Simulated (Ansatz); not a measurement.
# What KVSe3 in P4mm, a phase reached by a soft mode distorts into

Wanted: the energy along a soft mode of KVSe3 in P4mm, a phase reached by a soft mode and the structure at the end.

Program: Ansatz 0.2.0. Level of theory: DFT PBEsol, scalar-relativistic, plane waves, PAW; PAW set soft_1. Results are calculated unless marked as measured.

The structure was built from a prototype and need not be the compound's stable phase.

### Step 1. The starting structure

The structure is tetragonal, space group P4mm (No. 99). Conventional cell: a = 4.664 Å, b = 4.664 Å, c = 5.662 Å, α = 90.00°, β = 90.00°, γ = 90.00°. Nearest to K lie 12 Se at 3.30 to 3.69 Å. Nearest to V lie 5 Se at 2.19 to 2.44 Å. Se has 2 V at 2.44 Å and 4 K at 3.65 to 3.69 Å nearest. Se has 1 V at 2.19 Å and 4 K at 3.30 Å nearest. Farther neighbours and most contacts between anions are not listed.

### Step 2. Modes at Γ

This phase was reached earlier by freezing in an unstable mode of a structure of higher symmetry and relaxing. Its zone-centre modes can show that it is still unstable.

Contents of input.yaml:

```yaml
crystal:
  lattice:
    - [4.6636674864, 0.0, 0.0]
    - [0.0, 4.6636674864, 0.0]
    - [0.0, 0.0, 5.6622121893]
  atoms:
    - { symbol: K, position: [0.0, 0.0, 0.9797117282] }
    - { symbol: V, position: [0.5, 0.5, 0.6001800971] }
    - { symbol: Se, position: [0.5, 0.0, 0.4754561654] }
    - { symbol: Se, position: [0.5, 0.5, 0.9877865941] }
    - { symbol: Se, position: [0.0, 0.5, 0.4754561654] }
kpoints:
  mp_grid: { grid: [8, 8, 6] }
hamiltonian:
  xc: pbesol
  pseudopotentials: { kind: paw, azcp: { folder: soft_1 }, xc_functional: pbe }
scf:
  occupations: { method: methfessel_paxton, width: 0.2 }
output:
  eigenvalues: true
phonons:
  method: dfpt
```

Started as:

```console
ansatz run input.yaml --threads 8 --pin off --max-ram 16384MiB --backend cpu --events-out ev --progress --plain --runs-dir out
```

Numbers of over 12 decimals in the logs are rounded to 6 here.

The log of the run:

```text
zone centre: on kpoints.mp_grid the ground state, and the responses unless they are solved on pairs of k-points, stand on 100 of the mesh's 384 k-points, reduced under 4 symmetry operations, with k and −k counted as one. Each operation leaves every solved displacement unchanged or reverses it
Engine: ansatz 0.2.0, aarch64-unknown-linux-gnu
Pseudopotentials: kind: paw
Pseudopotential: K, paw, valence charge 9, recommended cutoff 420 eV (normal), soft_1/K.paw.azcp
Pseudopotential: V, paw, valence charge 13, recommended cutoff 420 eV (normal), soft_1/V.paw.azcp
Pseudopotential: Se, paw, valence charge 16, recommended cutoff 420 eV (normal), soft_1/Se.paw.azcp
Functional definition: PBEsol
  exchange = pbesol_x
  correlation = pbesol_c
Crystal: 5 atoms, lattice volume = 123.152 Å³
Basis set: ecut = 420 eV, 2411 PW (Γ), exchange–correlation on 64×64×80 points (8 copies of the dense FFT grid, shifted against one another)
Bands: 42, of which v1, the nominal top of the filled ones, is band 35 counted from 1 (34 counted from 0)
Symmetry: 8 space group operations
k-points: 100 of 384 (irreducible under 4 space group operations, time reversal used)
Non-local potential: K, projectors of the file, l = 0: 3, l = 1: 2, l = 2: 2
Non-local potential: V, projectors of the file, l = 0: 3, l = 1: 2, l = 2: 3, l = 3: 1
Non-local potential: Se, projectors of the file, l = 0: 2, l = 1: 2, l = 2: 3, l = 3: 1
PAW form: soft (Blöchl's): semilocal exchange-correlation on the pseudo side does not see the compensation charge
PAW frozen core: K, regenerated for the run's functional, and the local potential with it (the file was generated under x = pbe(κ = 0.804, μ = 0.219515), c = pbe(β = 0.066725))
PAW frozen core: V, regenerated for the run's functional, and the local potential with it (the file was generated under x = pbe(κ = 0.804, μ = 0.219515), c = pbe(β = 0.066725))
PAW frozen core: Se, regenerated for the run's functional, and the local potential with it (the file was generated under x = pbe(κ = 0.804, μ = 0.219515), c = pbe(β = 0.066725))
PAW one-centre angular grid: K, 110 points (default); XC on 64 Gauss nodes
PAW one-centre angular grid: V, 590 points (default); XC on 64 Gauss nodes
PAW one-centre angular grid: Se, 590 points (default); XC on 64 Gauss nodes
Initial density: superposition of atomic densities (chi_scale 0.1, normalization cell, long waves kept (reshape's long-wave potential 0.01 eV rms))
Initial wavefunctions: pseudopotential atomic-orbital guess
Functional: x = pbesol(κ = 0.804, μ = 0.123457), c = pbesol(β = 0.046)
SCF iter   1: F=—  HF=-20683.751415 eV  |F-HF|=—  |Δ(HF+E_count)|=         —  Δρ=2.09e-1  dr2=9.56e1  ethr=3.10e-3  ⟨swp⟩=7.3  Hψ=15843  notcnv=0
preconditioner: auto → Kerker (q_TF=auto, 2.483 Å⁻¹)  [metal: Δε(μ)=0.017 eV  Ē_g=9.281 eV  σ=0.200 eV  W_gap=0.07  n_scr=28 (ndim 8)  ℏωp=18.3 eV  f_vac=0.001  D(μ)=4.62/eV (n_scr^D=36)]
SCF iter   2: F=—  HF=-20678.787237 eV  |F-HF|=—  |Δ(HF+E_count)|=    4.96e0  S|Δr|=    0.00e0  Δρ=7.80e-2  dr2=1.62e1  ethr=3.10e-3  ⟨swp⟩=3.0  Hψ=7421  notcnv=0  defer=68
SCF iter   3: F=—  HF=-20677.393942 eV  |F-HF|=—  |Δ(HF+E_count)|=    1.39e0  S|Δr|=    0.00e0  Δρ=1.20e-2  dr2=4.00e-1  ethr=3.10e-3  ⟨swp⟩=2.9  Hψ=6411  notcnv=0  defer=68
SCF iter   4: F=—  HF=-20677.323346 eV  |F-HF|=—  |Δ(HF+E_count)|=   7.06e-2  S|Δr|=    0.00e0  Δρ=5.61e-3  dr2=1.11e-1  ethr=5.72e-4  ⟨swp⟩=2.5  Hψ=5558  notcnv=0  defer=31
SCF iter   5: F=—  HF=-20677.296057 eV  |F-HF|=—  |Δ(HF+E_count)|=   2.73e-2  S|Δr|=    0.00e0  Δρ=2.51e-3  dr2=2.48e-2  ethr=1.58e-4  ⟨swp⟩=2.0  Hψ=5255  notcnv=0  defer=31
SCF iter   6: F=—  HF=-20677.290543 eV  |F-HF|=—  |Δ(HF+E_count)|=   5.51e-3  S|Δr|=    0.00e0  Δρ=1.14e-3  dr2=3.37e-3  ethr=3.54e-5  ⟨swp⟩=2.1  Hψ=5605  notcnv=0  defer=29
SCF iter   7: F=—  HF=-20677.289810 eV  |F-HF|=—  |Δ(HF+E_count)|=   7.33e-4  S|Δr|=    0.00e0  Δρ=3.74e-4  dr2=4.70e-4  ethr=4.81e-6  ⟨swp⟩=2.0  Hψ=7091  notcnv=0  defer=29
SCF iter   8: F=—  HF=-20677.289631 eV  |F-HF|=—  |Δ(HF+E_count)|=   1.79e-4  S|Δr|=    0.00e0  Δρ=2.11e-4  dr2=1.21e-4  ethr=6.71e-7  ⟨swp⟩=2.0  Hψ=7471  notcnv=0  defer=29
SCF iter   9: F=—  HF=-20677.289636 eV  |F-HF|=—  |Δ(HF+E_count)|=   4.70e-6  S|Δr|=    0.00e0  Δρ=8.13e-5  dr2=1.74e-5  ethr=1.73e-7  ⟨swp⟩=2.0  Hψ=7248  notcnv=0  defer=29
SCF iter  10: F=—  HF=-20677.289640 eV  |F-HF|=—  |Δ(HF+E_count)|=   4.14e-6  S|Δr|=    0.00e0  Δρ=2.89e-5  dr2=1.63e-6  ethr=2.48e-8  ⟨swp⟩=2.0  Hψ=7583  notcnv=0  defer=29
SCF iter  11: F=—  HF=-20677.289640 eV  |F-HF|=—  |Δ(HF+E_count)|=   6.50e-7  S|Δr|=    0.00e0  Δρ=1.12e-5  dr2=2.74e-7  ethr=2.32e-9  ⟨swp⟩=2.0  Hψ=7599  notcnv=0  defer=29
SCF iter  12: F=—  HF=-20677.289640 eV  |F-HF|=—  |Δ(HF+E_count)|=   5.13e-8  S|Δr|=    0.00e0  Δρ=6.29e-6  dr2=1.15e-7  ethr=3.91e-10  ⟨swp⟩=2.0  Hψ=7536  notcnv=0  defer=29
SCF iter  13: F=—  HF=-20677.289640 eV  |F-HF|=—  |Δ(HF+E_count)|=   1.19e-8  S|Δr|=    0.00e0  Δρ=3.04e-6  dr2=2.84e-8  ethr=1.65e-10  ⟨swp⟩=2.0  Hψ=7451  notcnv=0  defer=29
SCF iter  14: F=—  HF=-20677.289640 eV  |F-HF|=—  |Δ(HF+E_count)|=   2.66e-9  S|Δr|=    0.00e0  Δρ=1.40e-6  dr2=4.37e-9  ethr=4.06e-11  ⟨swp⟩=2.0  Hψ=5629  notcnv=0  defer=29
SCF iter  15: F=—  HF=-20677.289640 eV  |F-HF|=—  |Δ(HF+E_count)|=  3.64e-12  S|Δr|=    0.00e0  Δρ=5.70e-7  dr2=6.28e-10  ethr=6.25e-12  ⟨swp⟩=2.0  Hψ=5642  notcnv=0  defer=29
SCF iter  16: F=—  HF=-20677.289640 eV  |F-HF|=—  |Δ(HF+E_count)|=  9.09e-11  S|Δr|=    0.00e0  Δρ=2.69e-7  dr2=1.32e-10  ethr=1.00e-12  ⟨swp⟩=2.0  Hψ=7283  notcnv=0  defer=29
SCF iter  17: F=—  HF=-20677.289640 eV  |F-HF|=—  |Δ(HF+E_count)|=  2.91e-11  S|Δr|=    0.00e0  Δρ=1.07e-7  dr2=3.42e-11  ethr=1.00e-12  ⟨swp⟩=2.0  Hψ=5457  notcnv=0  defer=29
SCF iter  18: F=-20677.289640 eV  HF=-20677.289640 eV  |F-HF|=1.09e-11  |Δ(HF+E_count)|=  7.28e-12  S|Δr|=    0.00e0  Δρ=6.17e-8  dr2=6.92e-12  ethr=1.00e-12  ⟨swp⟩=8.0  Hψ=20711  notcnv=0
SCF 1 converged in 18 iterations: F = -20677.289640 eV  dr2 = 6.92e-12
  greatest PAW one-centre occupation: 1.000 electrons in one spin orbital (limit 2), on the Se atom at site 4 (counted from 0), in its partial waves of l = 2
DFPT response loops at Γ: preconditioner auto → Kerker (q_TF=auto, 2.483 Å⁻¹) (partly filled bands, converged f_vac=0.034); β = 1.00, the filter's whole step (`scf.mixing.beta` (0.50) is not read by the response loops under this deck's `scf.mixing.preconditioner`; to damp them name `kerker` or `kerker_dos`, under which they read `scf.mixing.beta`, and type it under 1.00, their step now; both keys bind the ground state too); Broyden in place of MSR1
SCF converged after 18 iterations
Stability not checked: this state was not tested for a lower state beside it, because cold or Methfessel-Paxton smearing, or corrected tetrahedra, fill the levels in a way that the test cannot read (fill_not_monotonic; see scf.lower_state_search)
Free energy (F): -20677.289640 eV
Harris-Foulkes:  -20677.289640 eV  (|F-HF|=1.09e-11)
Internal energy: -20677.303335 eV  (E = F + TS)
E sigma→0 (E₀):  -20677.293064 eV
Entropy (-TS):   0.013694 eV (2.739 meV/atom)
Fermi energy:    7.661354 eV
--- Per-component energies (eV) ---
  E_band       = -1523.503663
  E_kinetic    = 882.627962
  E_local      = -10690.696798  (includes V_loc(G=0)·N_el)
  E_nonlocal   = -961.736534
  E_hartree    = 5317.891149
  E_xc         = -501.150430
  E_vxc        = -579.542531  (∫ρ·V_xc dr)
  E_paw        = -8120.090444  (= ΣΔE_a)
  E_vpaw       = -809.938077  (= ΣTr[D̂ρ^β])
  E_aug_tail   = -0.000039  (compensation charges beyond the density's cutoff)
  E_ewald      = -6607.431122
  E_core_change = 3.282920  (= ΣΔE_core)
  E_smearing   = 0.013694  (= −TS)
  E_closure    = 0.000000  (closes the sum)
  Σ components = -20677.289640   (vs F -20677.289640, Δ=0.00e0)
--- Band table (eV; the first three rows and the last of 100) ---
  k-point 0: bands = [... 31 lower, 5.4770, 5.7221, 6.9021, 7.1749, 7.1749, 8.9836, 8.9836, 9.1565, ... 3 higher]
  k-point 1: bands = [... 31 lower, 5.3402, 5.6636, 6.9048, 7.1848, 7.1848, 8.9482, 8.9482, 9.1107, ... 3 higher]
  k-point 2: bands = [... 31 lower, 5.2040, 5.5527, 6.9102, 7.2092, 7.2092, 8.8762, 8.8762, 9.0437, ... 3 higher]
  k-point 99: bands = [... 31 lower, 4.4819, 7.1425, 7.1425, 7.8298, 7.8298, 8.1137, 8.7444, 9.1448, ... 3 higher]
--- Phonons (Γ-DFPT): 9 representative perturbations + reference, on 100 of 384 k-points (Σ response iterations 29) ---
  k mesh reduced under 4 symmetry operations, with k and −k counted as one. Each operation leaves every solved displacement unchanged or reverses it
  ASR residual: 4.449e-5 → 0.000e0 eV/Å²; symmetrization residual: 6.622e-6 eV/Å²
  ASR residual per site (eV/Å²): 4.40e-6 2.98e-5 4.45e-5 1.12e-5 4.45e-5
  Γ frequencies (cm⁻¹): -77.38 -77.38 0.00 0.00 0.00 63.64 71.40 86.28 86.28 133.00 133.40 133.40 229.52 229.52 375.93
  non-analytic LO–TO correction: not included (Born effective charges unavailable; polar crystals: no LO–TO splitting at Γ)
```

The job ended after 76 s (8 threads of Arm Neoverse V2, shared host; peak memory 2 GiB).

This step gave:

- volume per atom: 24.63 Å³
- gap on the k-mesh: 0 eV
- sum-rule residual before enforcement: 4.45e-5 eV/Å²
- point group: 4mm
- highest optical mode at the zone centre (no LO-TO term): 375.9 cm⁻¹
- lowest optical zone-centre mode: -77.38 cm⁻¹

Patterns of degenerate modes are one choice out of their space. The modes at Γ (shares of kinetic energy by element, %) (negative means imaginary):

```tsv
mode	frequency (cm⁻¹)	symmetry	K %	V %	Se %
1	-77.4	E	1	28	71
2	-77.4	E	1	28	71
3	0.0	acoustic	12	16	72
4	0.0	acoustic	12	16	72
5	0.0	acoustic	12	16	72
6	63.6	A1	88	3	10
7	71.4	B1	0	0	100
8	86.3	E	30	23	48
9	86.3	E	30	23	48
10	133.0	A1	0	19	81
11	133.4	E	57	1	41
12	133.4	E	57	1	41
13	229.5	E	0	32	68
14	229.5	E	0	32	68
15	375.9	A1	0	63	37
```

Displacements in mode 1 (-77.4 cm⁻¹), the largest set to 1:
```
K1  -0.17  0.01  0.00
V2  -0.82  0.04  0.00
Se3  1.00  0.00  0.00
Se4 -0.30  0.01  0.00
Se5 -0.08 -0.05  0.00
```

Displacements in mode 11 (133.4 cm⁻¹), the largest set to 1:
```
K1   1.00 -0.04  0.00
V2   0.13 -0.01  0.00
Se3 -0.02  0.00  0.00
Se4 -0.60  0.03  0.00
Se5  0.04  0.00  0.00
```

Before it was imposed, the acoustic sum rule was missed by 4.4e-5 eV/Å². Small misses are needed for a sound result but don't prove that mesh and cutoff are converged. The lowest optical mode is imaginary, 77.4i cm⁻¹, so the energy falls along it.

### Step 3. The mode frozen in, largest atomic shift 0 Å

The mode followed lies at Γ with frequency 77.4i cm⁻¹ and is 2-fold degenerate, the softest among the wavevectors solved. At small amplitude the distorted cell has space group no. 6 by a symmetry search on the positions. The undistorted cell that holds it gives the zero of energy on the same k mesh.

Edit input.yaml of step 2 so:

```diff
@@ -19,4 +19,4 @@
 output:
+  forces: true
+  stress: true
   eigenvalues: true
-phonons:
-  method: dfpt
```

The log of the run:

```text
[...]
Crystal: 5 atoms, lattice volume = 123.152 Å³
Basis set: ecut = 420 eV, 2411 PW (Γ), exchange–correlation on 64×64×80 points (8 copies of the dense FFT grid, shifted against one another)
Bands: 42, of which v1, the nominal top of the filled ones, is band 35 counted from 1 (34 counted from 0)
Symmetry: 8 space group operations
[...]
k-points: 60 of 384 (time reversal used)
[...]
k-point 0: bands = [... 31 lower, 5.4770, 5.7221, 6.9021, 7.1749, 7.1749, 8.9836, 8.9836, 9.1565, ... 3 higher]
  k-point 1: bands = [... 31 lower, 5.3402, 5.6636, 6.9048, 7.1848, 7.1848, 8.9482, 8.9482, 9.1107, ... 3 higher]
  k-point 2: bands = [... 31 lower, 5.2040, 5.5527, 6.9102, 7.2092, 7.2092, 8.8761, 8.8761, 9.0437, ... 3 higher]
  k-point 59: bands = [... 31 lower, 4.4819, 7.1425, 7.1425, 7.8298, 7.8298, 8.1137, 8.7445, 9.1448, ... 3 higher]
[key lines of the parts left out:]
SCF converged after 13 iterations
Free energy (F): -20677.289640 eV
Fermi energy:    7.661351 eV
P = ⅓ Tr σ = -0.0019 GPa (-0.019 kbar)
```

The job ended after 4.6 s (8 threads; peak memory 0.62 GiB).

This step gave:

- pressure: -0.001887 GPa
- energy from the undistorted cell: 0 meV/atom

The run ends at a pressure of 0.00 GPa, with forces up to 5.3e-4 eV/Å.

### Step 4. The mode frozen in, largest atomic shift 0.22 Å

The atoms are moved along the unstable eigenvector, the largest shift by 0.22 Å, with the cell fixed.

input.yaml, the sections that differ from step 3:

```yaml
crystal:
  lattice:
    - [4.6636674864, 0.0, 0.0]
    - [0.0, 4.6636674864, 0.0]
    - [0.0, 0.0, 5.6622121893]
  atoms:
    - { symbol: K, position: [0.0, 0.0082495376, 0.9797117282] }
    - { symbol: V, position: [0.5, 0.5389172768, 0.6001800971] }
    - { symbol: Se, position: [0.5, 0.0039427359, 0.4754561654] }
    - { symbol: Se, position: [0.5, 0.5140419093, 0.9877865941] }
    - { symbol: Se, position: [0.0, 0.4528268255, 0.4754561654] }
# kpoints, hamiltonian, scf, output: as in step 3
```

The log of the run:

```text
[...]
Crystal: 5 atoms, lattice volume = 123.152 Å³
Basis set: ecut = 420 eV, 2411 PW (Γ), exchange–correlation on 64×64×80 points (8 copies of the dense FFT grid, shifted against one another)
Bands: 42, of which v1, the nominal top of the filled ones, is band 35 counted from 1 (34 counted from 0)
Symmetry: 2 space group operations
[...]
k-points: 130 of 384 (time reversal used)
[...]
k-point 0: bands = [... 31 lower, 5.4738, 5.7309, 6.3809, 6.9632, 7.6451, 9.0306, 9.1894, 9.2445, ... 3 higher]
  k-point 1: bands = [... 31 lower, 5.3483, 5.6749, 6.3774, 6.9733, 7.6816, 8.9389, 9.2008, 9.2503, ... 3 higher]
  k-point 2: bands = [... 31 lower, 5.2523, 5.5754, 6.3716, 7.0044, 7.7589, 8.8342, 9.1094, 9.2552, ... 3 higher]
  k-point 129: bands = [... 31 lower, 4.7175, 6.9918, 7.0983, 7.8237, 7.8763, 8.1800, 8.7776, 9.2053, ... 3 higher]
[key lines of the parts left out:]
SCF converged after 12 iterations
Free energy (F): -20677.328825 eV
Fermi energy:    7.711437 eV
P = ⅓ Tr σ = 0.1620 GPa (1.620 kbar)
```

Run time: 9 s. Hardware: 8 threads; peak memory 0.81 GiB.

This step gave:

```
pressure                         : 0.1620 GPa
energy from the undistorted cell : -7.179 meV/atom
```

The energy, extrapolated to zero smearing, is -7.18 meV/atom against the undistorted cell.

The run ends at a pressure of 0.16 GPa, with forces up to 0.25 eV/Å.

### Step 5. Energy along the mode, all amplitudes (two of the runs are shown above)

An imaginary frequency means negative curvature, so the energy should fall and then rise again as anharmonic terms take over.

This step gave:

```yaml
depth_at_the_lowest_point_sampled: 7.179 meV/atom
largest_atomic_shift_at_that_point: 0.22 Å
```

Energy from the parent against largest atomic shift:

```tsv
largest atomic shift (Å)	energy from the parent (meV/atom)
0.000	0
0.040	-0.361
0.080	-1.37
0.140	-3.64
0.220	-7.18
0.320	-4.56
0.450	39.4
```

Displacement at unit largest shift by atom:

```tsv
atom	x (Å)	y (Å)	z (Å)	size
K1	0.00	0.17	0.00	0.17
V2	0.00	0.82	0.00	0.82
Se3	0.00	0.08	0.00	0.08
Se4	0.00	0.30	0.00	0.30
Se5	0.00	-1.00	0.00	1.00
```

The lowest of the steps tried is at 0.22 Å, 7.18 meV/atom below the parent; the bottom of the well need not coincide with a step.

[end of part 1 of 2]

[Logs are printed without paths, hosts, clocks, repeated set-up lines and the standing remarks that a program may print on its own settings, such as how far it seeks lower states.]

[Hosts, paths, dates, database ids (printed as entryN), source tags and the programs' standing remarks are cut or masked in the printed files.]
